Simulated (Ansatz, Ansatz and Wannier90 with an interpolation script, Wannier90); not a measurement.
Rows from a G0W0 calculation on SiO2 (P3_221) (Ansatz 0.2.0; G0W0 on LDA, plane waves, PAW; 6×6×4 mesh, 472 empty bands, screening to 150 eV), in eV. Spin-orbit coupling is left out.

| row | Σx | Σc | Vxc | Z |
| --- | --- | --- | --- | --- |
| A | -26.49 | 4.14 | -20.65 | 0.80 |
| B | -6.60 | -4.03 | -12.44 | 0.86 |
| C | -7.75 | -3.51 | -12.74 | 0.86 |
| D | -26.16 | 4.07 | -20.40 | 0.80 |
| E | -26.75 | 4.09 | -21.01 | 0.80 |
| F | -8.38 | -3.89 | -14.09 | 0.85 |

Q: Which rows are filled states and which are empty ones, and how can one tell?

Filled: A, D and E. Empty: B, C and F. The sign of Σc tells: for a filled state bare exchange, which holds its interaction with itself, lies below Vxc (Σx − Vxc is -5.7 eV or lower here) and screening gives part back as a positive Σc. For an empty state Σx lies above Vxc (+5.0 eV or more) and the Coulomb hole leaves Σc negative.

[Runs of the session that timed out or met a known fault of the program may be left out.]

[Hosts, paths, dates, database ids (printed as entryN), source tags and the programs' standing remarks are cut or masked in the printed files.]
